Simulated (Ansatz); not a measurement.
# Kohn anomalies in YS (Fm-3m)

Wanted: frequencies of YS (Fm-3m) solved wavevector by wavevector at several smearings.

Method: DFT PBEsol, scalar-relativistic, plane waves, PAW; PAW set soft_1, in Ansatz 0.2.0.

**1. The starting structure**

The structure is cubic, space group Fm-3m (No. 225). The conventional cell has a = 5.487 Å, b = 5.487 Å, c = 5.487 Å, α = 90.00°, β = 90.00°, γ = 90.00°. Y has 6 S at 2.74 Å nearest. S has 6 Y at 2.74 Å nearest. Farther neighbours and most contacts between anions are not listed.

Structure file:

```cif
data_structure
_symmetry_space_group_name_H-M 'Fm-3m'
_symmetry_Int_Tables_number 225
_cell_length_a 5.4873
_cell_length_b 5.4873
_cell_length_c 5.4873
_cell_angle_alpha 90.000
_cell_angle_beta 90.000
_cell_angle_gamma 90.000
_cell_volume 165.23
loop_
_atom_site_label
_atom_site_type_symbol
_atom_site_symmetry_multiplicity
_atom_site_Wyckoff_symbol
_atom_site_fract_x
_atom_site_fract_y
_atom_site_fract_z
_atom_site_occupancy
Y1 Y 4 b 0.50000 0.00000 0.00000 1
S1 S 4 a 0.00000 0.00000 0.00000 1
```

**2. Relaxing cell and atoms**

Lattice constant and positions set the bands and the force constants, so the cell is relaxed first.

Input file input.yaml:

```yaml
crystal:
  lattice:
    - [0.0, 2.74365, 2.74365]
    - [2.74365, 0.0, 2.74365]
    - [2.74365, 2.74365, 0.0]
  atoms:
    - { symbol: "Y", position: [0.5, 0.5, 0.5] }
    - { symbol: S, position: [0.0, 0.0, 0.0] }
kpoints:
  mp_grid: { grid: [10, 10, 10] }
hamiltonian:
  xc: pbesol
  pseudopotentials: { kind: paw, azcp: { folder: soft_1 }, xc_functional: pbe }
scf:
  occupations: { method: gaussian, width: 0.1 }
output:
  forces: true
  stress: true
  eigenvalues: true
relax:
  adjacent_minimum: "off"
  f_tol: 0.005
  max_steps: 80
  cell: { stress_tol: 0.05 }
```

Started as:

```sh
> ansatz run input.yaml --threads 4 --pin off --max-ram 12288MiB --backend cpu --events-out ev --progress --plain --runs-dir out
```

Numbers of over 12 decimals in the logs are rounded to 6 here.

The program printed:

```text
[the first part of the log is left out]
  E_xc         = -268.350297
  E_vxc        = -291.664020  (∫ρ·V_xc dr)
  E_paw        = -3355.996980  (= ΣΔE_a)
  E_vpaw       = -49.004906  (= ΣTr[D̂ρ^β])
  E_aug_tail   = 0.000023  (compensation charges beyond the density's cutoff)
  E_ewald      = -1138.806137
  E_core_change = 0.210723  (= ΣΔE_core)
  E_smearing   = -0.005417  (= −TS)
  E_closure    = 0.000000  (closes the sum)
  Σ components = -4684.277618   (vs F -4684.277618, Δ=0.00e0)
--- Forces (eV/Å), atoms counted from 1 ---
  atom   1  Y      0.00000000    -0.00000000     0.00000000
  atom   2  S      0.00000000    -0.00000000    -0.00000000
  max |Σ_I F_I| component: 9.07e-30 eV/Å
--- Stress (GPa, compression-positive) ---
       -0.041414      -0.000000      -0.000000
       -0.000000      -0.041414      -0.000000
       -0.000000      -0.000000      -0.041414
  P = ⅓ Tr σ = -0.0414 GPa (-0.414 kbar)
--- Band table (eV; the first three rows and the last of 47) ---
  k-point 0: bands = ["-30.6270", "-10.5929", "-10.5929", "-10.5929", "-2.5777", "9.1696", "9.1696", "9.1696", "12.3419", "12.3419", "12.3419", "13.2000", "13.2000"]
  k-point 1: bands = ["-30.6239", "-10.6424", "-10.5963", "-10.5963", "-2.4583", "8.5987", "8.8695", "8.8695", "12.4645", "12.5497", "12.5497", "13.6776", "13.6776"]
  k-point 2: bands = ["-30.6158", "-10.7677", "-10.6050", "-10.6050", "-2.1381", "7.4855", "8.2783", "8.2783", "12.6834", "13.0913", "13.0913", "14.8548", "14.8548"]
  k-point 46: bands = ["-30.5843", "-10.8657", "-10.8012", "-10.7598", "-1.6725", "7.1782", "7.2020", "7.5147", "12.5008", "14.3246", "15.3159", "16.1364", "16.4930"]
--- Relaxed structure (3 steps of the walk, 2 accepted, 1 SCFs on fresh bases) ---
  F+E_penalty+E_count = -4684.27761831 eV   max|allowed force component| = 3.879e-30 eV/Å   (the final SCF, on the basis selected at the relaxed cell)
  cell:  # Å, volume = 40.7002 Å³
    - [0, 2.730165, 2.730165]
    - [2.730165, 0, 2.730165]
    - [2.730165, 2.730165, 0]
  atoms:
    - { symbol: Y, position: [0.5, 0.5, 0.5] }
    - { symbol: S, position: [0, 0, 0] }
```

It took 1.9 s on 4 threads of Arm Neoverse V2, shared host; peak memory 0.32 GiB.

This run has no spin polarisation although its electron count is odd.

Relaxation path:

| step | energy less that of the first step (eV) | largest force component (eV/Å) | pressure (GPa) | volume (Å³) |
| --- | --- | --- | --- | --- |
| 1 | 0.0000 | 0.0000 | -1.52 | 41.31 |
| 2 | 0.0002 | 0.0000 | 1.69 | 40.04 |
| 3 | -0.0030 | 0.0000 | -0.04 | 40.70 |
| 4 | -0.0030 | 0.0000 | -0.04 | 40.70 |

The log counts 1 steps on a newly chosen plane-wave basis, not all of them marked here; energy and pressure can jump at such steps. Relaxation step 2 was tried and not accepted.

```
conventional cell, symmetrised  before  after  change
                         a (Å)   5.487  5.460  -0.5 %
                         b (Å)   5.487  5.460  -0.5 %
                         c (Å)   5.487  5.460  -0.5 %
              volume (Å³/atom)   20.65  20.35  -1.5 %
```

Final coordinates:

```cif
data_structure
_symmetry_space_group_name_H-M 'P 1'
_symmetry_Int_Tables_number 1
_cell_length_a 3.8610
_cell_length_b 3.8610
_cell_length_c 3.8610
_cell_angle_alpha 60.000
_cell_angle_beta 60.000
_cell_angle_gamma 60.000
_cell_volume 40.70
loop_
_atom_site_label
_atom_site_type_symbol
_atom_site_fract_x
_atom_site_fract_y
_atom_site_fract_z
_atom_site_occupancy
Y1 Y 0.50000 0.50000 0.50000 1
S2 S 0.00000 0.00000 0.00000 1
```

This step gave:

- pressure: -0.04141 GPa
- volume per atom: 20.35 Å³/atom
- metallic on mesh: yes
- gap on the k-mesh: 0 eV

The largest force is now zero by symmetry and the largest stress component 0.041 GPa, small enough for phonons.

**3. Wavevectors along a line: Fermi–Dirac smearing of 0.1 eV**

Each wavevector is solved by itself, so no interpolation smooths a dip of the branch.

Input file input.yaml:

```yaml
crystal:
  lattice:
    - [0.0, 2.7301649189, 2.7301649189]
    - [2.7301649189, 0.0, 2.7301649189]
    - [2.7301649189, 2.7301649189, 0.0]
  atoms:
    - { symbol: "Y", position: [0.5, 0.5, 0.5] }
    - { symbol: S, position: [0.0, 0.0, 0.0] }
kpoints:
  mp_grid: { grid: [16, 16, 16] }
hamiltonian:
  xc: pbesol
  pseudopotentials: { kind: paw, azcp: { folder: soft_1 }, xc_functional: pbe }
scf:
  occupations: { method: fermi_dirac, width: 0.1 }
output:
  eigenvalues: true
phonons:
  method: dfpt
  qpoints:
    - [0, 0, 0]
    - [0.0625, 0.0, 0.0625]
    - [0.1875, 0.0, 0.1875]
    - [0.3125, 0.0, 0.3125]
    - [0.4375, 0.0, 0.4375]
```

The program printed:

```text
[...]
Crystal: 2 atoms, lattice volume = 40.700 Å³
Basis set: ecut = 420 eV, 821 PW (Γ), exchange–correlation on 54×54×54 points (8 copies of the dense FFT grid, shifted against one another)
Bands: 13, of which v1, the nominal top of the filled ones, is band 9 counted from 1 (8 counted from 0)
Symmetry: 48 space group operations
k-points: 145 of 4096
[...]
SCF iter   1: F=—  HF=-4684.382178 eV  |F-HF|=—  |Δ(HF+E_count)|=         —  Δρ=2.43e-2  dr2=2.67e-1  ethr=3.10e-3  ⟨swp⟩=6.3  Hψ=26812  notcnv=0  defer=5
automatic band count: the SCF goes on with 17 bands, as 13 were too few: the levels above may hold too much charge
[...]
SCF iter   2: F=—  HF=-4684.314095 eV  |F-HF|=—  |Δ(HF+E_count)|=   6.81e-2  Δρ=1.25e-2  dr2=6.63e-2  ethr=1.57e-3  ⟨swp⟩=2.0  Hψ=4348  notcnv=0  defer=185
[...]
SCF iter   9: F=-4684.294929 eV  HF=-4684.294929 eV  |F-HF|=1.82e-12  |Δ(HF+E_count)|=  4.55e-12  Δρ=7.24e-8  dr2=2.25e-12  ethr=1.00e-12  ⟨swp⟩=10.6  Hψ=10895  notcnv=0
SCF 1 converged in 9 iterations: F = -4684.294929 eV  dr2 = 2.25e-12
[...]
NSCF: frozen V_eff on 145 k-points
[...]
DFPT response loops at q = (0, 0, 0) (fractional): preconditioner auto → Kerker (q_TF=auto, 2.359 Å⁻¹) (partly filled bands, converged f_vac=0.000); β = 1.00, the filter's whole step (`scf.mixing.beta` (0.50) is not read by the response loops under this deck's `scf.mixing.preconditioner`; to damp them name `kerker` or `kerker_dos`, under which they read `scf.mixing.beta`, and type it under 1.00, their step now; both keys bind the ground state too); Broyden in place of MSR1
[...]
SCF converged after 9 iterations
Free energy (F): -4684.294929 eV
[...]
Internal energy: -4684.267031 eV  (E = F + TS)
E sigma→0 (E₀):  -4684.280980 eV
Entropy (-TS):   -0.027897 eV (-13.949 meV/atom)
Fermi energy:    12.548639 eV
[...]
--- Band table (eV; the first three rows and the last of 145) ---
  k-point 0: bands = [... 5 lower, 9.1704, 9.1704, 9.1704, 12.3414, 12.3414, 12.3414, 13.1992, 13.1992, ... 4 higher]
  k-point 1: bands = [... 5 lower, 8.9259, 9.0432, 9.0432, 12.4001, 12.4265, 12.4265, 13.3925, 13.3925, ... 4 higher]
  k-point 2: bands = [... 5 lower, 8.3398, 8.7316, 8.7316, 12.5099, 12.6563, 12.6563, 13.9230, 13.9230, ... 4 higher]
  k-point 144: bands = [... 5 lower, 7.0655, 7.3327, 7.3327, 13.4039, 13.4039, 15.3930, 16.0608, 16.4936, ... 4 higher]
--- Phonons (Γ-DFPT): 2 representative perturbations + reference (Σ response iterations 6) ---
  ASR residual: 3.483e-4 → 0.000e0 eV/Å²; symmetrization residual: 8.660e-7 eV/Å²
  ASR residual per site (eV/Å²): 3.48e-4 1.25e-5
  Γ frequencies (cm⁻¹): 0.00 0.00 0.00 297.81 297.81 297.81
  non-analytic LO–TO correction: not included (Born effective charges unavailable; polar crystals: no LO–TO splitting at Γ)
--- Phonons (arbitrary-q DFPT): 5 explicit q-points ---
  q = [0, 0, 0] (of the zone-centre solve; hermiticity 2.25e-7, symmetrization 1.42e-13): -0.00 0.00 0.00 297.81 297.81 297.81
  q = [0.0625, 0, 0.0625] (4 solved perturbations in 3616 linear systems a pass and spin channel, the states on 1160 of 4096 k-point pairs; hermiticity 1.99e-7, symmetrization 3.37e-11): 17.56 17.56 53.46 297.54 297.72 297.72
[...]
sum rule: each row above includes the acoustic sum rule's correction from the zone centre's row sums; it moved no ω² by more than (1.03 cm⁻¹)²
```

Elapsed: 2.5 min, on 4 threads; peak memory 1.7 GiB; 9.6 min of CPU time.

Each wavevector solved by linear response. Table of frequency by |q| along the line:

| \|q\| along the line (Å⁻¹) | mode 1 = mode 2 (cm⁻¹) | mode 3 (cm⁻¹) | mode 4 (cm⁻¹) | mode 5 (cm⁻¹) | mode 6 (cm⁻¹) |
| --- | --- | --- | --- | --- | --- |
| 0.000 | 0 | 0 | 298 | 298 | 298 |
| 0.144 | 17.6 | 53.5 | 298 | 298 | 298 |
| 0.431 | 54.0 | 127 | 292 | 295 | 295 |
| 0.719 | 83.0 | 123 | 291 | 291 | 292 |
| 1.007 | 95.6 | 104 | 292 | 292 | 298 |

**4. Phonons along a line: Fermi–Dirac smearing of 0.25 eV**

The smearing blurs the Fermi surface that screens the phonons; a Fermi–Dirac width is an electronic temperature.

Edit input.yaml of step 3 so:

```diff
@@ -14,3 +14,3 @@
 scf:
-  occupations: { method: fermi_dirac, width: 0.1 }
+  occupations: { method: fermi_dirac, width: 0.25 }
 output:
```

Wider smearing eases the sum over k-points of a metal but moves the result away from its zero-temperature value.

The program printed:

```text
band count auto-derived: 14 (N_el = 17.0; filled up to band 9; 13 by the electrons, moments and atoms)
[...]
Crystal: 2 atoms, lattice volume = 40.700 Å³
Basis set: ecut = 420 eV, 821 PW (Γ), exchange–correlation on 54×54×54 points (8 copies of the dense FFT grid, shifted against one another)
Bands: 14, of which v1, the nominal top of the filled ones, is band 9 counted from 1 (8 counted from 0)
Symmetry: 48 space group operations
k-points: 145 of 4096
[...]
SCF iter   1: F=—  HF=-4684.456309 eV  |F-HF|=—  |Δ(HF+E_count)|=         —  Δρ=2.47e-2  dr2=2.78e-1  ethr=3.10e-3  ⟨swp⟩=6.3  Hψ=27885  notcnv=0  defer=3
[...]
SCF iter   9: F=-4684.367760 eV  HF=-4684.367760 eV  |F-HF|=9.09e-13  |Δ(HF+E_count)|=  1.82e-12  Δρ=3.93e-8  dr2=2.70e-13  ethr=1.00e-12  ⟨swp⟩=10.9  Hψ=12130  notcnv=0
SCF 1 converged in 9 iterations: F = -4684.367760 eV  dr2 = 2.70e-13
[...]
SCF converged after 9 iterations
Free energy (F): -4684.367760 eV
[...]
Internal energy: -4684.196211 eV  (E = F + TS)
E sigma→0 (E₀):  -4684.281986 eV
Entropy (-TS):   -0.171549 eV (-85.775 meV/atom)
Fermi energy:    12.512886 eV
[...]
--- Band table (eV; the first three rows and the last of 145) ---
  k-point 0: bands = [... 5 lower, 9.1709, 9.1709, 9.1709, 12.3438, 12.3438, 12.3438, 13.2025, 13.2025, ... 6 higher]
  k-point 1: bands = [... 5 lower, 8.9264, 9.0437, 9.0437, 12.4024, 12.4289, 12.4289, 13.3958, 13.3958, ... 6 higher]
  k-point 2: bands = [... 5 lower, 8.3403, 8.7323, 8.7323, 12.5120, 12.6588, 12.6588, 13.9262, 13.9262, ... 6 higher]
  k-point 144: bands = [... 5 lower, 7.0663, 7.3334, 7.3334, 13.4060, 13.4060, 15.3960, 16.0651, 16.4986, ... 6 higher]
[...]
ASR residual: 8.588e-4 → 0.000e0 eV/Å²; symmetrization residual: 9.574e-7 eV/Å²
  ASR residual per site (eV/Å²): 8.59e-4 9.35e-5
  Γ frequencies (cm⁻¹): 0.00 0.00 0.00 292.99 292.99 292.99
[...]
--- Phonons (arbitrary-q DFPT): 5 explicit q-points ---
[...]
```

The job ended after 2.8 min (4 threads; peak memory 1.8 GiB).

Each wavevector solved by linear response. Table of frequency by |q| along the line:

| \|q\| along the line (Å⁻¹) | mode 1 = mode 2 (cm⁻¹) | mode 3 (cm⁻¹) | mode 4 (cm⁻¹) | mode 5 (cm⁻¹) | mode 6 (cm⁻¹) |
| --- | --- | --- | --- | --- | --- |
| 0.000 | 0 | 0 | 293 | 293 | 293 |
| 0.144 | 18.1 | 53.5 | 293 | 293 | 293 |
| 0.431 | 54.0 | 128 | 289 | 291 | 291 |
| 0.719 | 81.4 | 124 | 288 | 288 | 290 |
| 1.007 | 92.8 | 99.0 | 289 | 289 | 296 |

Against step 3 (now smearing width 0.25 eV), the free energy moves by -36.4 meV an atom.

**5. Wavevectors along a line: Fermi–Dirac smearing of 0.04 eV**

Each wavevector is solved by itself, so no interpolation smooths a dip of the branch.

Edit input.yaml of step 4 so:

```diff
@@ -14,3 +14,3 @@
 scf:
-  occupations: { method: fermi_dirac, width: 0.25 }
+  occupations: { method: fermi_dirac, width: 0.04 }
 output:
```

Narrower smearing comes nearer the zero-temperature value but asks more of the mesh.

The program printed:

```text
[...]
Crystal: 2 atoms, lattice volume = 40.700 Å³
Basis set: ecut = 420 eV, 821 PW (Γ), exchange–correlation on 54×54×54 points (8 copies of the dense FFT grid, shifted against one another)
Bands: 13, of which v1, the nominal top of the filled ones, is band 9 counted from 1 (8 counted from 0)
Symmetry: 48 space group operations
k-points: 145 of 4096
[...]
SCF iter   1: F=—  HF=-4684.370567 eV  |F-HF|=—  |Δ(HF+E_count)|=         —  Δρ=2.43e-2  dr2=2.67e-1  ethr=3.10e-3  ⟨swp⟩=6.2  Hψ=11933  notcnv=0
[...]
SCF iter   9: F=-4684.283404 eV  HF=-4684.283404 eV  |F-HF|=0.00e0  |Δ(HF+E_count)|=  1.46e-11  Δρ=5.97e-8  dr2=7.38e-13  ethr=1.00e-12  ⟨swp⟩=6.6  Hψ=7854  notcnv=0
the search or the solves at the SCF's close seem to have found levels that the self-consistency loop had missed (the run counts 1). By its estimate they hold under 1e-12 electrons; where the run keeps them, the occupations were computed again with them
SCF 1 converged in 9 iterations: F = -4684.283404 eV  dr2 = 7.38e-13
[...]
WARN: eigensolver did not converge in 6 slots of this pass, the one above among them; of largest residual over every band (k=43): 1 band(s) unlocked (lowest unlocked band 12, counted from 0; max residual 2.99e-3 eV among the unlocked bands, 2.99e-3 eV over every band); of lowest unlocked band (k=5): band 12
[...]
SCF converged after 9 iterations
Free energy (F): -4684.283404 eV
[...]
Internal energy: -4684.279164 eV  (E = F + TS)
E sigma→0 (E₀):  -4684.281284 eV
Entropy (-TS):   -0.004241 eV (-2.120 meV/atom)
Fermi energy:    12.547715 eV
[...]
--- Band table (eV; the first three rows and the last of 145) ---
  k-point 0: bands = [... 5 lower, 9.1705, 9.1705, 9.1705, 12.3410, 12.3410, 12.3410, 13.1987, 13.1987]
  k-point 1: bands = [... 5 lower, 8.9259, 9.0432, 9.0432, 12.3998, 12.4261, 12.4261, 13.3920, 13.3920]
  k-point 2: bands = [... 5 lower, 8.3398, 8.7316, 8.7316, 12.5096, 12.6559, 12.6559, 13.9226, 13.9226]
  k-point 144: bands = [... 5 lower, 7.0655, 7.3326, 7.3326, 13.4037, 13.4037, 15.3925, 16.0601, 16.4928]
[...]
ASR residual: 5.913e-5 → 0.000e0 eV/Å²; symmetrization residual: 9.397e-7 eV/Å²
  ASR residual per site (eV/Å²): 5.91e-5 2.38e-5
  Γ frequencies (cm⁻¹): 0.00 0.00 0.00 298.80 298.80 298.80
[...]
--- Phonons (arbitrary-q DFPT): 5 explicit q-points ---
[...]
```

Wall time 2.4 min (4 threads); peak memory 1.5 GiB; 9.1 min of CPU time.

[end of part 1 of 2]

[Logs are printed without paths, hosts, clocks, repeated set-up lines and the standing remarks that a program may print on its own settings, such as how far it seeks lower states.]

[Hosts, paths, dates, database ids (printed as entryN), source tags and the programs' standing remarks are cut or masked in the printed files.]
